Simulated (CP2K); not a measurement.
Two runs for the Si L₂,₃ edge of silicon tetrafluoride. Run A: CP2K XAS_TDP, all-electron GAPW, PBEh(45%), aug-pc-1, TDA, ZORA, spin–orbit coupling. Run B differs in one setting.

First lines with a strength over 0.0003. A:

```csv
atom,energy (eV),states,"strength, one atom"
Si2 (bonded to 4 F),104.59,3,0.0179
,105.17,3,0.0317
,106.84,2,0.0005
,106.88,2,0.0024
,106.89,1,0.0009
```

B:

```csv
atom,energy (eV),states,"strength, one atom"
Si2 (bonded to 4 F),109.28,3,0.0171
,109.86,3,0.0304
,111.53,2,0.0005
,111.57,2,0.0022
,111.58,1,0.0009
```

Which was it: the functional, the basis, GW2X switched on?

GW2X switched on. GW2X shifts the lines nearly together; each 2p level gets its own shift. The lowest line over the strength cut lies at 109.28 eV, against 104.59 eV (PBEh(45%), aug-pc-1).

[Banner, clock and machine lines of the logs are left out without a mark of their own.]

[Logs are printed without paths, hosts, clocks, repeated set-up lines and the standing remarks that a program may print on its own settings, such as how far it seeks lower states.]

[Hosts, paths, dates, database ids (printed as entryN), source tags and the programs' standing remarks are cut or masked in the printed files.]
